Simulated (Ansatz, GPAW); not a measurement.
# Work function of a 11-layer slab of Pt(110) at several levels

How far do functional and basis move the work function of a 11-layer slab of Pt(110)?

Main program and level: GPAW 26.7.0 and Ansatz 0.2.0; Ansatz plane waves; slab in vacuum with a dipole correction, relaxation, in the first sound run; inputs show where later runs differ.

### Step 1. The starting structure

The cell holds 11 atoms: 11 Pt. Its edges and angles: a = 3.920 Å, b = 2.772 Å, c = 27.859 Å, α = 90.0°, β = 90.0°, γ = 90.0°. Vacuum lies along c.

### Step 2. Relaxing the atoms

Forces are removed first; all later runs use this geometry. The lowest 5 atoms are held at bulk positions and keep their forces.

Contents of input.yaml:

```yaml
crystal:
  lattice:
    - [3.92, 0.0, 0.0]
    - [0.0, 2.7718585823, 0.0]
    - [0.0, 0.0, 27.8592929113]
  atoms:
    - { symbol: Pt, position: [0.0, 0.0, 0.2512626585] }
    - { symbol: Pt, position: [0.5, 0.5, 0.3010101268] }
    - { symbol: Pt, position: [0.0, 0.0, 0.3507575951] }
    - { symbol: Pt, position: [0.5, 0.5, 0.4005050634] }
    - { symbol: Pt, position: [0.0, 0.0, 0.4502525317] }
    - { symbol: Pt, position: [0.5, 0.5, 0.5] }
    - { symbol: Pt, position: [0.0, 0.0, 0.5497474683] }
    - { symbol: Pt, position: [0.5, 0.5, 0.5994949366] }
    - { symbol: Pt, position: [0.0, 0.0, 0.6492424049] }
    - { symbol: Pt, position: [0.5, 0.5, 0.6989898732] }
    - { symbol: Pt, position: [0.0, 0.0, 0.7487373415] }
kpoints:
  mp_grid: { grid: [8, 11, 1] }
hamiltonian:
  xc: pbe
scf:
  occupations: { method: fermi_dirac, width: 0.1 }
efield:
  axis: 3
  dipole_correction: true
  ramp_width: 0.05
relax:
  f_tol: 0.02
  max_steps: 60
  constraints: [{ sites: [0, 1, 2, 3, 4] }]
output:
  write_potential: true
  write_density: true
  volumetric_format: npy
```

Launch:

```bash
$ ansatz run input.yaml --threads 4 --pin off --max-ram 8192MiB --backend cpu --events-out ev --progress --plain --runs-dir out
```

Numbers of over 12 decimals in the logs are rounded to 6 here.

Output:

```text
Engine: ansatz 0.2.0, x86_64-unknown-linux-gnu
Pseudopotentials: kind: paw
Pseudopotential: Pt, paw, valence charge 18, recommended cutoff 420 eV (normal), Pt.paw.azcp
Functional definition: PBE
  parameter kappa = 0.804
  parameter beta = 0.066725
  exchange = pbe_x(kappa = kappa, mu = beta*pi^2/3)
  correlation = pbe_c(beta = beta)
Crystal: 11 atoms, lattice volume = 302.710 Å³
Basis set: ecut = 420 eV, 5917 PW (Γ), exchange–correlation on 54×40×384 points (8 copies of the dense FFT grid, shifted against one another)
Bands: 119, of which v1, the nominal top of the filled ones, is band 99 counted from 1 (98 counted from 0)
Symmetry: 4 space group operations
k-points: 30 of 88
Non-local potential: Pt, projectors of the file, l = 0: 3, l = 1: 2, l = 2: 2, l = 3: 1
PAW form: soft (Blöchl's): semilocal exchange-correlation on the pseudo side does not see the compensation charge
PAW one-centre angular grid: Pt, 590 points (default); XC on 64 Gauss nodes
Initial density: superposition of atomic densities (neutral atoms: chi_scale 0, normalization atom), corrected by the library's trained network
Initial wavefunctions: pseudopotential atomic-orbital guess
Functional: x = pbe(κ = 0.804, μ = 0.219515), c = pbe(β = 0.066725)
SCF iter   1: F=—  HF=-137750.914720 eV  |F-HF|=—  |Δ(HF+E_count)|=         —  Δρ=1.94e-2  dr2=2.34e1  ethr=1.77e-3  p=0.000 e·Å  D=5.19e-13 V/Å  ΔV_dip=-0.00 eV  dr2_dipole=1.47e-7  V_vac-E_F(+/−)=4.83/4.83 eV  ⟨swp⟩=7.4  Hψ=14564  notcnv=0  defer=84
efield: sawtooth ramp at fractional position 0.9750 (placed from the atoms, in the widest stretch of the axis that holds none; the zero of the levels goes with the place), width 0.0500; the density the first Hamiltonian is built on has a dipole p = 0.000 e·Å; the dipole correction subtracts the counter field D = 5.19e-13 V/Å, which shifts the + side's vacuum level by -0.00 eV against the − side's; the planar-averaged density in the ramp window peaks in size at 7.3e-6 e/Å³
preconditioner: auto → LDOS  [metal: Δε(μ)=0.001 eV  Ē_g=7.653 eV  σ=0.100 eV  W_gap=0.00  n_scr=78 (ndim 8)  ℏωp=22.4 eV  f_vac=0.409  D(μ)=19.14/eV (n_scr^D=214)  β→1.0]
SCF iter   2: F=—  HF=-137750.687384 eV  |F-HF|=—  |Δ(HF+E_count)|=   2.27e-1  Δρ=4.70e-3  dr2=2.31e-1  ethr=1.77e-3  p=-0.000 e·Å  D=-1.58e-6 V/Å  ΔV_dip=0.00 eV  dr2_dipole=6.21e-10  V_vac-E_F(+/−)=5.35/5.35 eV  ⟨swp⟩=2.2  Hψ=4274  notcnv=0  defer=162
SCF iter   3: F=—  HF=-137750.695383 eV  |F-HF|=—  |Δ(HF+E_count)|=   8.00e-3  Δρ=2.56e-3  dr2=4.95e-2  ethr=1.17e-4  p=-0.000 e·Å  D=-4.61e-7 V/Å  ΔV_dip=0.00 eV  dr2_dipole=3.27e-8  V_vac-E_F(+/−)=5.26/5.26 eV  ⟨swp⟩=2.0  Hψ=5005  notcnv=0  defer=174
SCF iter   4: F=—  HF=-137750.688747 eV  |F-HF|=—  |Δ(HF+E_count)|=   6.64e-3  Δρ=7.19e-4  dr2=3.18e-3  ethr=2.50e-5  p=-0.000 e·Å  D=-8.51e-7 V/Å  ΔV_dip=0.00 eV  dr2_dipole=6.51e-9  V_vac-E_F(+/−)=5.33/5.33 eV  ⟨swp⟩=2.0  Hψ=5054  notcnv=0  defer=174
SCF iter   5: F=—  HF=-137750.689266 eV  |F-HF|=—  |Δ(HF+E_count)|=   5.19e-4  Δρ=3.01e-4  dr2=1.17e-3  ethr=1.60e-6  p=-0.000 e·Å  D=-2.66e-7 V/Å  ΔV_dip=0.00 eV  dr2_dipole=2.63e-9  V_vac-E_F(+/−)=5.33/5.33 eV  ⟨swp⟩=2.2  Hψ=5398  notcnv=0  defer=168
SCF iter   6: F=—  HF=-137750.689209 eV  |F-HF|=—  |Δ(HF+E_count)|=   5.73e-5  Δρ=1.40e-4  dr2=2.09e-4  ethr=5.92e-7  p=-0.000 e·Å  D=-1.51e-7 V/Å  ΔV_dip=0.00 eV  dr2_dipole=5.38e-10  V_vac-E_F(+/−)=5.33/5.33 eV  ⟨swp⟩=1.6  Hψ=3504  notcnv=0  defer=168
SCF iter   7: F=—  HF=-137750.689207 eV  |F-HF|=—  |Δ(HF+E_count)|=   1.56e-6  Δρ=4.11e-5  dr2=1.44e-5  ethr=1.05e-7  p=-0.000 e·Å  D=-2.05e-8 V/Å  ΔV_dip=0.00 eV  dr2_dipole=1.95e-12  V_vac-E_F(+/−)=5.33/5.33 eV  ⟨swp⟩=2.2  Hψ=4624  notcnv=0  defer=168
SCF iter   8: F=-137750.689205 eV  HF=-137750.689208 eV  |F-HF|=3.53e-6  |Δ(HF+E_count)|=   1.41e-6  Δρ=1.82e-5  dr2=4.14e-6  ethr=5.05e-9  p=0.000 e·Å  D=3.15e-8 V/Å  ΔV_dip=-0.00 eV  dr2_dipole=1.44e-11  V_vac-E_F(+/−)=5.33/5.33 eV  ⟨swp⟩=12.1  Hψ=30349  notcnv=0
SCF 1 converged in 8 iterations: F = -137750.689205 eV  dr2 = 4.14e-6
  greatest PAW one-centre occupation: 1.000 electrons in one spin orbital (limit 2), on the Pt atom at site 2 (counted from 0), in its partial waves of l = 0
relax step   1: F+E_penalty+E_count = -137750.68920487 eV  Δ(F+E_penalty+E_count) = +0.000e0 eV  max|allowed force component| = 1.106e0 eV/Å  Δτ_max = 0.0000 Å  (8 SCF iters, dr2 threshold 1.00e-5 eV, accepted)
Initial density: handed on by an earlier stage of this run
Initial wavefunctions: those handed on with the density
iter 1 solved again at ethr=7.02e-4 eV; its pass at ethr=3.10e-3 eV (dr2=1.39e0 eV) is discarded
SCF iter   1: F=—  HF=-137750.819533 eV  |F-HF|=—  |Δ(HF+E_count)|=         —  Δρ=9.67e-3  dr2=1.30e0  ethr=7.02e-4  p=0.000 e·Å  D=1.19e-6 V/Å  ΔV_dip=-0.00 eV  dr2_dipole=5.15e-1  V_vac-E_F(+/−)=5.33/5.33 eV  ⟨swp⟩=1.1  Hψ=12494  notcnv=0  defer=166
efield: sawtooth ramp at fractional position 0.9750 (handed on by an earlier solve), width 0.0500; the density the first Hamiltonian is built on has a dipole p = 0.000 e·Å; the dipole correction subtracts the counter field D = 1.19e-6 V/Å, which shifts the + side's vacuum level by -0.00 eV against the − side's; the planar-averaged density in the ramp window peaks in size at 3.7e-6 e/Å³
preconditioner: auto → LDOS  [metal: Δε(μ)=0.014 eV  Ē_g=7.713 eV  σ=0.100 eV  W_gap=0.03  n_scr=78 (ndim 8)  ℏωp=22.4 eV  f_vac=0.408  D(μ)=20.15/eV (n_scr^D=228)  β→1.0]
SCF iter   2: F=—  HF=-137750.801958 eV  |F-HF|=—  |Δ(HF+E_count)|=   1.76e-2  Δρ=3.39e-3  dr2=4.60e-2  ethr=6.55e-4  p=-0.000 e·Å  D=-2.55e-4 V/Å  ΔV_dip=0.01 eV  dr2_dipole=1.61e-3  V_vac-E_F(+/−)=5.33/5.33 eV  ⟨swp⟩=2.0  Hψ=4913  notcnv=0  defer=166
SCF iter   3: F=—  HF=-137750.792419 eV  |F-HF|=—  |Δ(HF+E_count)|=   9.54e-3  Δρ=1.64e-3  dr2=4.52e-2  ethr=2.32e-5  p=0.000 e·Å  D=2.59e-5 V/Å  ΔV_dip=-0.00 eV  dr2_dipole=8.13e-3  V_vac-E_F(+/−)=5.33/5.33 eV  ⟨swp⟩=2.9  Hψ=7240  notcnv=0  defer=167
SCF iter   4: F=—  HF=-137750.788046 eV  |F-HF|=—  |Δ(HF+E_count)|=   4.37e-3  Δρ=5.04e-4  dr2=1.66e-3  ethr=2.28e-5  p=0.000 e·Å  D=9.56e-5 V/Å  ΔV_dip=-0.00 eV  dr2_dipole=2.98e-5  V_vac-E_F(+/−)=5.32/5.33 eV  ⟨swp⟩=2.0  Hψ=5206  notcnv=0  defer=170
SCF iter   5: F=—  HF=-137750.787939 eV  |F-HF|=—  |Δ(HF+E_count)|=   1.07e-4  Δρ=1.90e-4  dr2=6.29e-4  ethr=8.38e-7  p=0.000 e·Å  D=1.15e-4 V/Å  ΔV_dip=-0.00 eV  dr2_dipole=1.47e-5  V_vac-E_F(+/−)=5.32/5.33 eV  ⟨swp⟩=2.5  Hψ=5609  notcnv=0  defer=170
[...]
SCF iter   5: F=—  HF=-137750.813324 eV  |F-HF|=—  |Δ(HF+E_count)|=   2.51e-4  Δρ=3.89e-4  dr2=1.35e-3  ethr=1.77e-6  p=-0.002 e·Å  D=-1.21e-3 V/Å  ΔV_dip=0.03 eV  dr2_dipole=1.59e-4  V_vac-E_F(+/−)=5.36/5.32 eV  ⟨swp⟩=2.4  Hψ=5348  notcnv=0  defer=179
SCF iter   6: F=—  HF=-137750.813248 eV  |F-HF|=—  |Δ(HF+E_count)|=   7.58e-5  Δρ=1.27e-4  dr2=1.59e-4  ethr=6.16e-7  p=-0.002 e·Å  D=-1.19e-3 V/Å  ΔV_dip=0.03 eV  dr2_dipole=5.80e-6  V_vac-E_F(+/−)=5.36/5.32 eV  ⟨swp⟩=1.9  Hψ=4088  notcnv=0  defer=180
SCF iter   7: F=—  HF=-137750.813236 eV  |F-HF|=—  |Δ(HF+E_count)|=   1.15e-5  Δρ=4.70e-5  dr2=1.55e-5  ethr=7.25e-8  p=-0.002 e·Å  D=-1.19e-3 V/Å  ΔV_dip=0.03 eV  dr2_dipole=1.16e-6  V_vac-E_F(+/−)=5.36/5.32 eV  ⟨swp⟩=2.0  Hψ=4754  notcnv=0  defer=180
SCF iter   8: F=-137750.813232 eV  HF=-137750.813237 eV  |F-HF|=4.40e-6  |Δ(HF+E_count)|=   4.49e-7  Δρ=1.53e-5  dr2=4.13e-6  ethr=2.21e-9  p=-0.002 e·Å  D=-1.16e-3 V/Å  ΔV_dip=0.03 eV  dr2_dipole=8.09e-7  V_vac-E_F(+/−)=5.35/5.32 eV  ⟨swp⟩=12.0  Hψ=30025  notcnv=0
SCF 3 converged in 8 iterations: F = -137750.813232 eV  dr2 = 4.13e-6
relax step   3: F+E_penalty+E_count = -137750.81323248 eV  Δ(F+E_penalty+E_count) = -2.533e-2 eV  max|allowed force component| = 3.511e-2 eV/Å  Δτ_max = 0.1452 Å  (8 SCF iters, dr2 threshold 4.84e-6 eV, accepted)
SCF iter   1: F=—  HF=-137750.812850 eV  |F-HF|=—  |Δ(HF+E_count)|=         —  Δρ=2.33e-4  dr2=1.76e-4  ethr=1.58e-6  p=-0.002 e·Å  D=-1.16e-3 V/Å  ΔV_dip=0.03 eV  dr2_dipole=1.27e-5  V_vac-E_F(+/−)=5.35/5.32 eV  ⟨swp⟩=2.4  Hψ=6268  notcnv=0  defer=176
efield: sawtooth ramp at fractional position 0.9750 (handed on by an earlier solve), width 0.0500; the density the first Hamiltonian is built on has a dipole p = -0.002 e·Å; the dipole correction subtracts the counter field D = -1.16e-3 V/Å, which shifts the + side's vacuum level by +0.03 eV against the − side's; the planar-averaged density in the ramp window peaks in size at 5.4e-6 e/Å³
preconditioner: auto → LDOS  [metal: Δε(μ)=0.003 eV  Ē_g=7.635 eV  σ=0.100 eV  W_gap=0.01  n_scr=78 (ndim 8)  ℏωp=22.4 eV  f_vac=0.403  D(μ)=20.36/eV (n_scr^D=232)  β→1.0]
SCF iter   2: F=—  HF=-137750.812825 eV  |F-HF|=—  |Δ(HF+E_count)|=   2.46e-5  Δρ=8.31e-5  dr2=5.13e-5  ethr=8.88e-8  p=-0.002 e·Å  D=-1.14e-3 V/Å  ΔV_dip=0.03 eV  dr2_dipole=1.65e-5  V_vac-E_F(+/−)=5.35/5.32 eV  ⟨swp⟩=2.1  Hψ=5866  notcnv=0  defer=176
SCF iter   3: F=—  HF=-137750.813342 eV  |F-HF|=—  |Δ(HF+E_count)|=   5.17e-4  Δρ=3.41e-5  dr2=1.47e-5  ethr=2.59e-8  p=-0.002 e·Å  D=-1.10e-3 V/Å  ΔV_dip=0.03 eV  dr2_dipole=2.63e-7  V_vac-E_F(+/−)=5.35/5.32 eV  ⟨swp⟩=2.0  Hψ=5174  notcnv=0  defer=176
SCF iter   4: F=—  HF=-137750.813341 eV  |F-HF|=—  |Δ(HF+E_count)|=   1.23e-6  Δρ=1.72e-5  dr2=2.81e-6  ethr=7.42e-9  p=-0.002 e·Å  D=-1.10e-3 V/Å  ΔV_dip=0.03 eV  dr2_dipole=2.74e-7  V_vac-E_F(+/−)=5.35/5.32 eV  ⟨swp⟩=2.0  Hψ=5051  notcnv=0  defer=176
SCF iter   5: F=—  HF=-137750.813341 eV  |F-HF|=—  |Δ(HF+E_count)|=   1.29e-7  Δρ=7.65e-6  dr2=8.35e-7  ethr=1.42e-9  p=-0.002 e·Å  D=-1.10e-3 V/Å  ΔV_dip=0.03 eV  dr2_dipole=4.69e-8  V_vac-E_F(+/−)=5.35/5.32 eV  ⟨swp⟩=1.4  Hψ=3566  notcnv=0  defer=176
SCF iter   6: F=-137750.813341 eV  HF=-137750.813341 eV  |F-HF|=4.18e-8  |Δ(HF+E_count)|=   4.62e-8  Δρ=2.34e-6  dr2=5.19e-8  ethr=5.05e-11  p=-0.002 e·Å  D=-1.10e-3 V/Å  ΔV_dip=0.03 eV  dr2_dipole=2.17e-9  V_vac-E_F(+/−)=5.35/5.32 eV  ⟨swp⟩=9.5  Hψ=27416  notcnv=0
SCF 4 converged in 6 iterations: F = -137750.813341 eV  dr2 = 5.19e-8
relax step   4: F+E_penalty+E_count = -137750.81334100 eV  Δ(F+E_penalty+E_count) = -1.085e-4 eV  max|allowed force component| = 3.083e-3 eV/Å  Δτ_max = 0.0042 Å  (6 SCF iters, accepted)
NSCF: frozen V_eff on 30 k-points
the band table was solved once a step of the walk had ended and its energy, with any forces and stress, was formed, with the checks that follow a solve (17500 applications of the Hamiltonian). They found nothing against the state; the energy, forces and stress were not computed again (output.eigenvalues in the input reference)
WARN: The output density's exchange-correlation potential varies sharply where the density is thin. Do not read a vacuum level from v_tot or v_xc, or from such a field of the output density. On a cell that repeats whose density bears no net charge and no dipole along the vacuum's axis use v_es (v_loc + v_h of the components); under efield.dipole_correction with no amplitude use v_es + v_field, which holds any externa [...]
SCF converged after 6 iterations
Free energy (F): -137750.813341 eV
Harris-Foulkes:  -137750.813341 eV  (|F-HF|=4.18e-8)
Internal energy: -137750.163664 eV  (E = F + TS)
E sigma→0 (E₀):  -137750.488502 eV
Entropy (-TS):   -0.649677 eV (-59.062 meV/atom)
Fermi energy:    10.358264 eV
Dipole field:    D = -0.001149 V/Å  (p = -0.001923 e·Å, saw-weighted, corrected)
Work function:   Φ+ = 5.3538 eV   Φ− = 5.3218 eV
Levels:          The Fermi level and band energies are counted from a zero that moves with the ramp; work functions are not
--- Per-component energies (eV) ---
  E_band       = -3941.859125
  E_kinetic    = 7009.505162
  E_local      = -314002.758106  (includes V_loc(G=0)·N_el)
  E_nonlocal   = 2200.640342
  E_hartree    = 153675.122383
  E_xc         = -2875.488095
  E_vxc        = -3325.449210  (∫ρ·V_xc dr)
  E_paw        = -103994.505298  (= ΣΔE_a)
  E_vpaw       = -3174.070533  (= ΣTr[D̂ρ^β])
  E_aug_tail   = 0.002224  (compensation charges beyond the density's cutoff)
  E_efield     = 0.000001  (sawtooth field / dipole correction)
  E_vefield    = 0.019347  (∫n·V_field dr)
  E_ewald      = 120237.317724
  E_smearing   = -0.649677  (= −TS)
  E_closure    = -0.000000  (closes the sum)
  Σ components = -137750.813341   (vs F -137750.813341, Δ=0.00e0)
--- Forces (eV/Å), atoms counted from 1 ---
  atom   1  Pt     0.00000000     0.00000000     0.39258297
  atom   2  Pt     0.00000000     0.00000000    -1.11343016
  atom   3  Pt     0.00000000     0.00000000    -0.06001117
  atom   4  Pt     0.00000000     0.00000000     0.32963400
  atom   5  Pt     0.00000000     0.00000000     0.45119865
  atom   6  Pt     0.00000000     0.00000000    -0.00046548
  atom   7  Pt     0.00000000     0.00000000     0.00308262
  atom   8  Pt     0.00000000     0.00000000     0.00007793
  atom   9  Pt     0.00000000     0.00000000    -0.00189171
  atom  10  Pt     0.00000000     0.00000000    -0.00058744
  atom  11  Pt     0.00000000     0.00000000    -0.00007816
  max |Σ_I F_I| component: 1.12e-4 eV/Å
--- Band table (eV; the first three rows and the last of 30) ---
  k-point 0: bands = [... 95 lower, 9.6574, 10.0582, 10.0802, 10.1421, 10.3082, 10.4408, 10.4637, 10.7374, ... 16 higher]
  k-point 1: bands = [... 95 lower, 9.7365, 9.8930, 10.0244, 10.1052, 10.2377, 10.2519, 10.3776, 10.6954, ... 16 higher]
  k-point 2: bands = [... 95 lower, 9.6769, 9.7452, 9.9210, 9.9394, 10.3336, 10.3747, 10.6788, 10.7234, ... 16 higher]
  k-point 29: bands = [... 95 lower, 10.3816, 10.4227, 10.5792, 10.6396, 10.9587, 11.1043, 12.2401, 12.4280, ... 16 higher]
--- Relaxed structure (4 steps of the walk, 4 accepted, 0 SCFs on fresh bases) ---
  F+E_penalty+E_count = -137750.81334100 eV   max|allowed force component| = 3.083e-3 eV/Å
  atoms:
    - { symbol: Pt, position: [0.0, 0.0, 0.2512626585] }
    - { symbol: Pt, position: [0.5, 0.5, 0.3010101268] }
    - { symbol: Pt, position: [0.0, 0.0, 0.3507575951] }
    - { symbol: Pt, position: [0.5, 0.5, 0.400505] }
    - { symbol: Pt, position: [0.0, 0.0, 0.4502525317] }
    - { symbol: Pt, position: [0.5, 0.5, 0.502151] }
    - { symbol: Pt, position: [0.0, 0.0, 0.553281] }
    - { symbol: Pt, position: [0.5, 0.5, 0.604563] }
    - { symbol: Pt, position: [0.0, 0.0, 0.655377] }
    - { symbol: Pt, position: [0.5, 0.5, 0.709845] }
    - { symbol: Pt, position: [0.0, 0.0, 0.754560] }
```

Run time: 1.8 min. Hardware: 4 threads of AMD EPYC 7R43, shared host; peak memory 1.4 GiB; 7.1 min of CPU time.

The steps of the relaxation:

```csv
step,energy less that of the first step (eV),largest force component (eV/Å)
1,0.0000,1.1063
2,-0.0987,0.2783
3,-0.1240,0.0351
4,-0.1241,0.0031
```

Forces are held to the 4 operations that the run works with; a distortion that breaks them can't arise in this run.

The atoms that moved most (Å):

```csv
atom,dx,dy,dz,length
Pt10,0.000,0.000,0.302,0.302
Pt9,0.000,0.000,0.171,0.171
Pt11,0.000,0.000,0.162,0.162
Pt8,0.000,0.000,0.141,0.141
Pt7,0.000,0.000,0.098,0.098
Pt6,0.000,0.000,0.060,0.060
```

The relaxed structure:

```cif
data_structure
_symmetry_space_group_name_H-M 'P 1'
_symmetry_Int_Tables_number 1
_cell_length_a 3.9200
_cell_length_b 2.7719
_cell_length_c 27.8593
_cell_angle_alpha 90.000
_cell_angle_beta 90.000
_cell_angle_gamma 90.000
_cell_volume 302.71
loop_
_atom_site_label
_atom_site_type_symbol
_atom_site_fract_x
_atom_site_fract_y
_atom_site_fract_z
_atom_site_occupancy
Pt1 Pt 0.00000 0.00000 0.25126 1
Pt2 Pt 0.50000 0.50000 0.30101 1
Pt3 Pt 0.00000 0.00000 0.35076 1
Pt4 Pt 0.50000 0.50000 0.40051 1
Pt5 Pt 0.00000 0.00000 0.45025 1
Pt6 Pt 0.50000 0.50000 0.50215 1
Pt7 Pt 0.00000 0.00000 0.55328 1
Pt8 Pt 0.50000 0.50000 0.60456 1
Pt9 Pt 0.00000 0.00000 0.65538 1
Pt10 Pt 0.50000 0.50000 0.70984 1
Pt11 Pt 0.00000 0.00000 0.75456 1
```

This step gave:

```
free energy             : -137750.8133 eV
smearing term TS        : 0.6497 eV
symmetry operations     : 4
upper work function     : 5.354 eV
lower work function     : 5.322 eV
dipole along the normal : -0.001923 e·Å
dipole field            : -0.001149 V/Å
vacuum level above      : 15.71 eV
vacuum level below      : 15.68 eV
```

The electrostatic potential energy of an electron (with the applied field's), less the Fermi level, planar mean oscillates, so the rows of the table below give means over windows of 1.45 Å about each position, cut where the curve ends. Its maxima inside the range that stand out by 2 % of the span (Å: eV): 7.7: -9.59, 9.1: -10.3, 10.4: -10.2, 11.9: -10.2, 13.2: -8.95, 14.7: -9.31, 16.1: -9.18, 17.6: -9.42, 19.0: -7.44, 20.5: -12.6. Its minima: 7.1: -13.2, 8.4: -14.2, 9.7: -14.3, 11.2: -14.3, 12.5: -14.1, 13.9: -14.0, 15.4: -14.1, 16.8: -14.1, 18.3: -13.9, 19.9: -14.3, 20.9: -13.9.

Electrostatic potential energy of an electron (with the applied field's), less the Fermi level, planar mean against z; means over each step:

z (Å), electrostatic potential energy of an electron (with the applied field's), less the Fermi level, planar mean (eV) and a bar from the least value:
```
     0.72        5.3 ##############################
     2.17        5.3 ##############################
     3.62        5.3 ##############################
     5.07        4.9 #############################
     6.52       -6.0 ###########
     7.97      -11.9 #
     9.42      -12.3 
    10.87      -12.3 
    12.32      -12.0 
    13.77      -11.6 #
    15.22      -11.7 #
    16.67      -11.7 #
    18.12      -11.5 #
    19.57      -11.6 #
    21.02      -11.0 ##
    22.47        3.8 ###########################
    23.92        5.3 ##############################
    25.37        5.4 ##############################
    26.82        5.4 ##############################
```

The valence density, planar mean oscillates, so the rows of the table below give means over windows of 1.45 Å about each position, cut where the curve ends. Its maxima inside the range that stand out by 2 % of the span (Å: e/Å³): 7.0: 1.46, 8.4: 1.53, 9.7: 1.52, 11.2: 1.53, 12.5: 1.51, 13.9: 1.51, 15.4: 1.51, 16.8: 1.52, 18.3: 1.51, 19.7: 1.53, 21.0: 1.49. Its minima: 7.7: 0.838, 9.1: 0.848, 10.4: 0.833, 11.9: 0.840, 13.2: 0.764, 14.7: 0.785, 16.1: 0.773, 17.6: 0.788, 19.0: 0.660, 20.5: 1.08.

Valence density, planar mean against z; means over each step:

z (Å), valence density, planar mean (e/Å³) and a bar:
```
     2.17       0.00 
     3.62       0.00 
     5.07       0.02 
     6.52       0.81 ####################
     7.97       1.20 ##############################
     9.42       1.19 ##############################
    10.87       1.19 ##############################
    12.32       1.18 ##############################
    13.77       1.15 #############################
    15.22       1.16 #############################
    16.67       1.16 #############################
    18.12       1.15 #############################
    19.57       1.15 #############################
    21.02       1.14 #############################
    22.47       0.08 ##
    23.92       0.00 
    25.37       0.00
```

The relaxation lowered the energy of the cell by 0.124 eV.

[end of part 1 of 3]

[Logs are printed without paths, hosts, clocks, repeated set-up lines and the standing remarks that a program may print on its own settings, such as how far it seeks lower states.]

[Hosts, paths, dates, database ids (printed as entryN), source tags and the programs' standing remarks are cut or masked in the printed files.]
